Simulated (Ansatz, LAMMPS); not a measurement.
# Electronic structure of amorphous polyacrylonitrile (as short chains C14N4H18) at 400 K (108 atoms), part 2 of 2

Wanted: forces, charges and levels of amorphous polyacrylonitrile (as short chains C14N4H18) at 400 K (108 atoms).

Ansatz 0.2.0; Kohn-Sham DFT, PBE+D3(BJ), PAW (set soft_2), plane waves.

The cell: 42 C, 12 N and 54 H. The network of contacts between molecules at the start is that of the classical potential that made the cell. The density was typed from a rule of thumb and may lie off the real one at this temperature. The Brillouin zone is sampled at Γ only, in a cell whose shortest periodic width is 10 Å.

So far. Step 3 (Plane-wave single point): Valence density in the bc plane at fractional x = 0.441, with atoms of C and N and H within 0.2 Å of it. It is the smooth field of the valence electrons, not physical close to the nuclei.

### Step 3. Plane-wave single point (continued)

Electrostatic potential energy in the bc plane at fractional x = 0.441, with atoms of C and N and H within 0.2 Å of it. With pseudopotentials it is smooth inside the atoms' cores, unlike the true potential.

Values in eV, 13 rows by 16 columns, each cell a mean:
```
  5   5   6   6   6   2 -14  -2   1   3   4   4   0  -7   0   4
  5   5   6   6   6   6   5   3  -2   2   4   3 -16 -40 -16   3
  5   5   5  -9 -13   4   6   5   5   5   5   4  -1 -13  -1   4
  5   5   3 -29 -34   0   6   6   6   6   6   5   5   5   5   5
  5   5   3  -6  -4   4   6   6  -2 -10   4   6   6   6   6   6
  5   5   4   2   3   5   6   6 -10 -23   2   6   6   6   6   6
  4  -6   0   1   2   4   5   6   5   4   6   6   5   6   6   6
  2 -15  -5  -8 -22  -7   2   4   5   5   5   5   4   4   5   5
  4   4   2 -14 -37 -16   2   4   5   5   5   5   4   2   2   3
 -1   4   2 -24 -31  -3   4   4   5   5   5   4   3   1  -3 -24
  4   5   1 -27 -23   1   4   5   4   3   4   3  -3  -2   1   0
  5   5  -1 -29  -8   5   5   4  -4 -22   3   3 -16  -9   2   4
  4   6   6   5   5   3  -8   1   1   0   4   4   3   2   3   3
```
Columns run along b (10.5 Å; values clipped at the 3rd and 97th percentile), rows up along c (10.5 Å). Atoms in or near the plane, at fractional coordinates: C at (0.27, 0.36), C at (0.25, 0.23), N at (0.25, 0.74), H at (0.09, 0.44), C at (0.83, 0.87), H at (0.79, 0.13), H at (0.97, 0.25), H at (0.57, 0.10), H at (0.39, 0.98).

Mean Löwdin charges: C -0.11, H +0.20, N -0.21 e (they miss 1.2 % of the electrons, so they add up to more than the cell's charge). The largest share in the top eV of filled states is C p (50 % of the projected weight), and in the lowest eV of empty states C p (45 % of the projected weight).

### Step 4. Local order

Bonds and neighbours are counted at the geometry of the runs.

Density 1.06 g/cm³, 10.58 Å³ an atom.

Pair distribution functions g(r), in bins of 0.2 Å:

```tsv
r (Å)	total	H-H	H-C	H-N	C-C	C-N	N-N
1.00	2.13	0.00	5.50	0.00	0.00	0.00	0.00
1.20	2.10	0.00	3.59	0.00	0.00	8.10	0.00
1.40	0.71	0.00	0.00	0.00	4.67	0.00	0.00
1.60	0.75	0.36	0.00	0.00	4.37	0.00	0.00
1.80	0.63	2.51	0.00	0.00	0.00	0.00	0.00
2.00	0.95	0.40	2.20	0.00	0.00	0.00	0.00
2.20	1.24	1.03	2.32	0.28	0.30	0.00	0.00
2.40	1.26	1.77	0.79	1.09	2.52	0.00	0.00
2.60	1.18	1.18	1.19	0.93	1.25	1.59	0.00
2.80	0.95	1.08	1.29	1.44	0.13	0.00	0.00
3.00	0.88	1.43	0.73	1.38	0.35	0.39	0.00
3.20	0.81	0.70	0.54	2.00	0.76	0.96	0.62
3.40	1.08	0.76	1.07	1.70	0.18	2.87	1.08
3.60	0.86	0.70	0.84	1.14	0.52	1.68	0.47
3.80	0.85	1.02	0.58	1.17	0.93	0.93	1.73
4.00	0.94	0.78	1.02	0.66	0.67	1.75	1.55
4.20	0.86	0.79	0.79	0.87	1.15	0.87	0.72
4.40	0.97	1.09	0.81	1.16	0.93	1.12	1.31
4.60	0.86	0.85	0.95	0.79	0.71	0.76	1.49
4.80	1.04	1.06	0.90	0.94	1.21	1.55	0.28
5.00	1.11	1.10	1.17	1.15	0.99	1.04	1.54
```

Bonds by pair of elements; cutoffs follow the first minimum of g(r), held within bounds set by covalent radii, and pairs that aren't listed don't count as bonded:

```tsv
pair A-B	cutoff (Å)	bonds	mean length (Å)	spread (Å)	shortest (Å)	B about A	A about B
H-C	1.34	54	1.10	0.038	1.01	1	1.29
C-C	1.85	39	1.49	0.051	1.37	1.86	1.86
C-N	1.62	12	1.16	0.02	1.13	0.286	1
```

How many atoms have how many bonded neighbours:

```tsv
element	mean	1	2	4
C	3.43	0	12	30
H	1	54	0	0
N	1	12	0	0
```

Bond angles (no mean is given where the spread exceeds 20°):

```tsv
angle	count	mean (°)	spread (°)
C-C-H	102	109	4.8
C-C-C	48	111	4.5
H-C-H	30	108	5.4
C-C-N	12	172	3.1
```

Bond length by coordination (bonds to H left out):

```tsv
element	coordination	atoms	mean bond length (Å)
C	2	12	1.31
C	4	30	1.50
```

With the cutoffs above, 71 % of C atoms have 4, all H atoms have 1 and all N atoms have 1 bonded neighbour. The C-C-H angle averages 109° with a spread of 5°.

A closer look about N45, one of the 12 N atoms: 18 atoms, nearest first, numbered in the order of the input, with positions taken from that point.

```tsv
atom	x	y	z	distance (Å)	bonds	Löwdin charge (e)	Fx	Fy	Fz (eV/Å)
N45	0.00	0.00	0.00	0.00	1	-0.23	0.25	0.07	2.59
C44	0.24	0.08	1.16	1.19	2	0.21	-0.12	0.92	-4.10
H31	-1.55	1.22	-1.04	2.23	1	0.19	-0.77	0.48	-0.08
H72	-0.80	-1.46	-1.97	2.58	1	0.20	0.23	1.29	-0.65
C43	0.74	0.22	2.49	2.61	4	-0.15	0.83	0.63	-0.78
H70	0.43	-0.27	-2.74	2.78	1	0.17	-1.46	-0.41	0.38
H28	0.49	2.30	-1.63	2.87	1	0.18	-0.07	-0.11	0.11
H65	0.75	-1.96	2.14	3.00	1	0.22	0.30	0.37	-0.48
C54	-0.59	-0.79	-2.87	3.03	4	-0.40	0.33	1.76	4.27
H63	-0.04	0.75	3.00	3.09	1	0.22	-0.51	0.47	0.97
H29	-0.07	3.20	-0.26	3.21	1	0.21	-0.20	0.09	0.24
H62	2.65	0.63	1.76	3.25	1	0.24	2.00	-1.70	-2.23
C46	0.92	-1.19	2.90	3.27	4	-0.25	-1.09	-2.34	1.77
C14	-2.24	2.09	-1.22	3.30	4	-0.24	0.88	-2.29	-0.07
H71	-1.41	-0.07	-3.02	3.33	1	0.19	0.24	0.21	0.37
H60	1.53	2.65	1.56	3.43	1	0.23	-0.90	0.52	-1.91
C42	2.11	0.95	2.56	3.46	4	-0.26	-0.87	-0.48	2.64
C10	-0.05	3.21	-1.35	3.49	4	-0.23	1.28	-0.37	0.92
```

The column of bonds counts only the pairs H-C within 1.34 Å, C-C within 1.85 Å, C-N within 1.62 Å; other neighbours, such as metal atoms beside each other in a compound, aren't counted, and periodic images can show an atom twice.

### Step 5. What came out

| Property | Result |
| --- | --- |
| free energy per atom | -148.1875 eV/atom |
| pressure | 3.736 GPa |
| r.m.s. force component | 1.222 eV/Å |
| gap (highest filled to lowest empty level) | 5.788 eV |
| wall time of the 1 DFT run | 6 s |

What this shows: The highest filled and lowest empty levels differ by 5.79 eV (at Γ alone); a semilocal functional tends to put such gaps too low. In a disordered cell it changes from sample to sample, and tail or defect levels can set it. With the cutoffs above, 71 % of C atoms have 4, all H atoms have 1 and all N atoms have 1 bonded neighbour.

What to keep in mind: The force components of 1.2 eV/Å r.m.s. reflect the temperature of the frame as well as the gap between the generating potential and DFT, above all in bond lengths inside molecules. The stress is far from hydrostatic: its diagonal is 1.6, 4.1, 5.4 GPa, compression counted positive. The pressure of 3.7 GPa is that of one thermal frame, in which the classical model's bond lengths enter as well as the volume, without the kinetic term and with the strain of bonds inside molecules.

[Logs are printed without paths, hosts, clocks, repeated set-up lines and the standing remarks that a program may print on its own settings, such as how far it seeks lower states.]

[Hosts, paths, dates, database ids (printed as entryN), source tags and the programs' standing remarks are cut or masked in the printed files.]
